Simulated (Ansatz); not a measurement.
# K on Pd(111): change of the work function, part 6 of 6

Aim: the work function of Pd(111) at several coverages of K (top site), and the dipole that each adsorbate carries.

Ansatz 0.2.0; plane-wave DFT, LDA, Ansatz PAW (the session's first sound run).

So far, work function, upper face (eV): step 2 (the clean slab, LDA) 5.63; step 7 (the 0.25 ML cell at another level of theory, cutoff 1115.67 eV, functional PBE, PBE norm-conserving) 1.60; step 8 (the 0.25 ML cell at another level of theory, cutoff 420 eV, functional PBEsol) 1.55; step 9 (the 0.25 ML cell at another level of theory, cutoff 420 eV, functional PBE) 1.60; step 11 (a changed input: scf.lower_state_search = "light", LDA) 1.71.

### Step 12. A changed input

This step: plane-wave DFT, LDA, Ansatz PAW, but for the change named below (Ansatz 0.2.0).

System of this step: Pd(111). The cell holds 4 atoms: 4 Pd. Its edges and angles: a = 2.751 Å, b = 2.751 Å, c = 24.738 Å, α = 90.0°, β = 90.0°, γ = 60.0°. Vacuum lies along c.

Another changed input: it repeats the earlier run at 0 ML with relax.f_tol from 0.02 to 0.001, relax.max_displacement to 0.5 and hamiltonian.xc from lda to pbe.

input.yaml

```yaml
crystal:
  lattice:
    - [2.7506453788, 0.0, 0.0]
    - [1.3753226894, 2.3821287749, 0.0]
    - [0.0, 0.0, 24.7376776414]
  atoms:
    - { symbol: Pd, position: [0.0, 0.0, 0.3638174986] }
    - { symbol: Pd, position: [0.3333333333, 0.3333333333, 0.4546058329] }
    - { symbol: Pd, position: [0.6666666667, 0.6666666667, 0.5453941671] }
    - { symbol: Pd, position: [0.0, 0.0, 0.6361825014] }
kpoints:
  mp_grid: { grid: [12, 12, 1] }
hamiltonian:
  xc: pbe
scf:
  occupations: { method: fermi_dirac, width: 0.1 }
  convergence: { dr2_threshold: 1.0e-08 }
efield:
  axis: 3
  dipole_correction: true
  ramp_position: 0.97
  ramp_width: 0.06
relax:
  f_tol: 0.001
  max_steps: 60
  constraints: [{ sites: [0, 1] }]
  max_displacement: 0.5
output:
  write_potential: true
  write_density: true
  volumetric_format: npy
```

Launch:

```
ansatz run input.yaml --threads 4 --pin off --max-ram 12288MiB --backend cpu --events-out ev --progress --plain --runs-dir out
```

Numbers of over 12 decimals in the logs are rounded to 6 here.

Output:

```text
[...]
Crystal: 4 atoms, lattice volume = 162.091 Å³
Basis set: ecut = 420 eV, 3173 PW (Γ), exchange–correlation on 40×40×360 points (8 copies of the dense FFT grid, shifted against one another)
Bands: 44, of which v1, the nominal top of the filled ones, is band 36 counted from 1 (35 counted from 0)
Symmetry: 6 space group operations
k-points: 19 of 144 (time reversal used)
[...]
SCF iter   1: F=—  HF=-27890.455168 eV  |F-HF|=—  |Δ(HF+E_count)|=         —  Δρ=1.07e-2  dr2=1.28e0  ethr=1.77e-3  p=0.000 e·Å  D=6.33e-14 V/Å  ΔV_dip=-0.00 eV  dr2_dipole=3.98e-8  V_vac-E_F(+/−)=4.91/4.91 eV  ⟨swp⟩=8.8  Hψ=3801  notcnv=0  defer=5
[...]
SCF iter   9: F=-27890.423236 eV  HF=-27890.423236 eV  |F-HF|=1.10e-8  |Δ(HF+E_count)|=   2.61e-7  Δρ=1.39e-6  dr2=5.24e-9  ethr=1.39e-11  p=-0.000 e·Å  D=-1.17e-7 V/Å  ΔV_dip=0.00 eV  dr2_dipole=1.01e-13  V_vac-E_F(+/−)=5.24/5.24 eV  ⟨swp⟩=9.9  Hψ=5869  notcnv=0
SCF 1 converged in 9 iterations: F = -27890.423236 eV  dr2 = 5.24e-9
[...]
relax step   1: F+E_penalty+E_count = -27890.42323570 eV  Δ(F+E_penalty+E_count) = +0.000e0 eV  max|allowed force component| = 3.166e-1 eV/Å  Δτ_max = 0.0000 Å  (9 SCF iters, accepted)
[...]
SCF iter  11: F=-27890.436094 eV  HF=-27890.436094 eV  |F-HF|=3.60e-9  |Δ(HF+E_count)|=   2.10e-8  Δρ=9.21e-7  dr2=4.42e-9  ethr=1.39e-11  p=-0.001 e·Å  D=-1.17e-3 V/Å  ΔV_dip=0.03 eV  dr2_dipole=6.45e-12  V_vac-E_F(+/−)=5.28/5.25 eV  ⟨swp⟩=9.1  Hψ=5455  notcnv=0
SCF 2 converged in 11 iterations: F = -27890.436094 eV  dr2 = 4.42e-9
[...]
relax step   2: F+E_penalty+E_count = -27890.43609399 eV  Δ(F+E_penalty+E_count) = -1.286e-2 eV  max|allowed force component| = 1.195e-1 eV/Å  Δτ_max = 0.1491 Å  (11 SCF iters, accepted)
SCF iter   1: F=—  HF=-27890.441862 eV  |F-HF|=—  |Δ(HF+E_count)|=         —  Δρ=3.46e-3  dr2=5.32e-2  ethr=1.86e-4  p=-0.001 e·Å  D=-1.17e-3 V/Å  ΔV_dip=0.03 eV  dr2_dipole=1.25e-2  V_vac-E_F(+/−)=5.27/5.24 eV  ⟨swp⟩=3.7  Hψ=1882  notcnv=0  defer=23
[...]
SCF iter  10: F=-27890.438111 eV  HF=-27890.438111 eV  |F-HF|=9.09e-9  |Δ(HF+E_count)|=   6.31e-8  Δρ=1.12e-6  dr2=4.80e-9  ethr=1.39e-11  p=-0.001 e·Å  D=-7.77e-4 V/Å  ΔV_dip=0.02 eV  dr2_dipole=2.32e-11  V_vac-E_F(+/−)=5.27/5.25 eV  ⟨swp⟩=9.2  Hψ=5451  notcnv=0
SCF 3 converged in 10 iterations: F = -27890.438111 eV  dr2 = 4.80e-9
relax step   3: F+E_penalty+E_count = -27890.43811104 eV  Δ(F+E_penalty+E_count) = -2.017e-3 eV  max|allowed force component| = 1.002e-2 eV/Å  Δτ_max = 0.0431 Å  (10 SCF iters, accepted)
[...]
relax step   4: F+E_penalty+E_count = -27890.43810370 eV  Δ(F+E_penalty+E_count) = +7.341e-6 eV  max|allowed force component| = 1.238e-2 eV/Å  Δτ_max = 0.0066 Å  (8 SCF iters, rejected (line search))
SCF iter   1: F=—  HF=-27890.438162 eV  |F-HF|=—  |Δ(HF+E_count)|=         —  Δρ=2.86e-4  dr2=3.22e-4  ethr=4.17e-6  p=-0.001 e·Å  D=-8.40e-4 V/Å  ΔV_dip=0.02 eV  dr2_dipole=6.82e-5  V_vac-E_F(+/−)=5.27/5.25 eV  ⟨swp⟩=2.0  Hψ=1555  notcnv=0  defer=23
[...]
SCF iter   8: F=-27890.438123 eV  HF=-27890.438123 eV  |F-HF|=2.30e-9  |Δ(HF+E_count)|=   6.22e-9  Δρ=7.28e-7  dr2=2.80e-9  ethr=1.39e-11  p=-0.001 e·Å  D=-8.04e-4 V/Å  ΔV_dip=0.02 eV  dr2_dipole=4.34e-12  V_vac-E_F(+/−)=5.27/5.25 eV  ⟨swp⟩=8.1  Hψ=4684  notcnv=0
SCF 5 converged in 8 iterations: F = -27890.438123 eV  dr2 = 2.80e-9
relax step   5: F+E_penalty+E_count = -27890.43812285 eV  Δ(F+E_penalty+E_count) = -1.181e-5 eV  max|allowed force component| = 5.595e-5 eV/Å  Δτ_max = 0.0029 Å  (8 SCF iters, accepted)
[...]
SCF converged after 8 iterations
Free energy (F): -27890.438123 eV
[...]
Internal energy: -27890.160791 eV  (E = F + TS)
E sigma→0 (E₀):  -27890.299457 eV
Entropy (-TS):   -0.277332 eV (-69.333 meV/atom)
Fermi energy:    3.864784 eV
Dipole field:    D = -0.000801 V/Å  (p = -0.000718 e·Å, saw-weighted, corrected)
Work function:   Φ+ = 5.2686 eV   Φ− = 5.2488 eV
[...]
--- Forces (eV/Å), atoms counted from 1 ---
  atom   1  Pd    -0.00000000    -0.00000000    -0.31312460
  atom   2  Pd     0.00000000    -0.00000000     0.31313382
  atom   3  Pd     0.00000000     0.00000000    -0.00005595
  atom   4  Pd     0.00000000     0.00000000     0.00004201
  max |Σ_I F_I| component: 4.72e-6 eV/Å
--- Band table (eV; the first three rows and the last of 19) ---
  k-point 0: bands = [... 32 lower, 2.6995, 2.9490, 2.9490, 3.4682, 3.4682, 3.7703, 3.7703, 4.2811, ... 4 higher]
  k-point 1: bands = [... 32 lower, 2.6198, 2.9519, 2.9606, 3.1226, 3.4645, 3.5259, 3.7778, 4.8753, ... 4 higher]
  k-point 2: bands = [... 32 lower, 2.5132, 2.5296, 2.9093, 2.9326, 3.4494, 3.7940, 4.0096, 5.8212, ... 4 higher]
  k-point 18: bands = [... 32 lower, 3.3432, 3.5764, 3.6095, 3.6217, 10.1880, 10.3731, 10.3820, 11.0945, ... 4 higher]
--- Relaxed structure (5 steps of the walk, 4 accepted, 0 SCFs on fresh bases) ---
  F+E_penalty+E_count = -27890.43812285 eV   max|allowed force component| = 5.595e-5 eV/Å
  atoms:
    - { symbol: Pd, position: [0.0, 0.0, 0.3638174986] }
    - { symbol: Pd, position: [0.333333, 0.333333, 0.454606] }
    - { symbol: Pd, position: [0.666667, 0.666667, 0.547370] }
    - { symbol: Pd, position: [0, 0, 0.640581] }
```

Elapsed: 16 s, on 4 threads of Arm Neoverse V1, shared host; peak memory 0.49 GiB; 63 s of CPU time.

Step by step:

| step | energy less that of the first step (eV) | largest force component (eV/Å) |
| --- | --- | --- |
| 1 | 0.0000 | 0.3166 |
| 2 | -0.0129 | 0.1195 |
| 3 | -0.0149 | 0.0100 |
| 4 | -0.0149 | 0.0124 |
| 5 | -0.0149 | 0.0001 |

Relaxation step 4 was tried and not accepted.

The run keeps the 6 symmetry operations that it works with, so distortions that break them were not tested.

The atoms that moved most (Å):

| atom | dx | dy | dz | length |
| --- | --- | --- | --- | --- |
| Pd4 | 0.000 | 0.000 | 0.109 | 0.109 |
| Pd3 | 0.000 | 0.000 | 0.049 | 0.049 |

The relaxed structure:

```xyz
4
Lattice="2.7506 0.0000 0.0000 1.3753 2.3821 0.0000 0.0000 0.0000 24.7377" Properties=species:S:1:pos:R:3
Pd    0.0000    0.0000    9.0000
Pd    1.3753    0.7940   11.2459
Pd    2.7506    1.5881   13.5407
Pd    0.0000    0.0000   15.8465
```

This step gave:

| Quantity | Value |
| --- | --- |
| energy at zero smearing | -27890.2995 eV |
| work function, upper face | 5.269 eV |
| dipole along the normal | -7.18e-4 e·Å |

| quantity | this run | earlier run | difference |
| --- | --- | --- | --- |
| work function, upper face (eV) | 5.269 | 5.628 | -0.36 |
| dipole along the normal (e·Å) | -7.18e-4 | 7.55e-4 | -0.0015 |

What moves beyond 0.01 in its unit (for the dipole 0.5 % and 5e-5 e·Å): work function, upper face (-0.36 eV) and dipole along the normal (-0.00147 e·Å).

### Step 13. Outcome

```
work function of the clean face                        : 5.63 eV
work function at 0.11 ML                               : 2.74 eV
work function at 0.25 ML                               : 1.71 eV
dipole per adsorbate at 0.11 ML, positive end outwards : 4.54 D
```

What this shows: K lowers the work function of Pd(111) at the lowest coverage, by 2.89 eV: the adsorbate layer has its positive end outwards. The slab has 4 layers, at the tabulated experimental lattice constant, one starting site was run, and quantum-size effects of a slab this thin can reach one or two tenths of an eV.

[Logs are printed without paths, hosts, clocks, repeated set-up lines and the standing remarks that a program may print on its own settings, such as how far it seeks lower states.]

[Hosts, paths, dates, database ids (printed as entryN), source tags and the programs' standing remarks are cut or masked in the printed files.]

[Maps of the electrostatic potential energy from Ansatz leave out the sawtooth potential of an applied field or a dipole correction, so their vacuum need not be flat; planar profiles and work functions include it.]
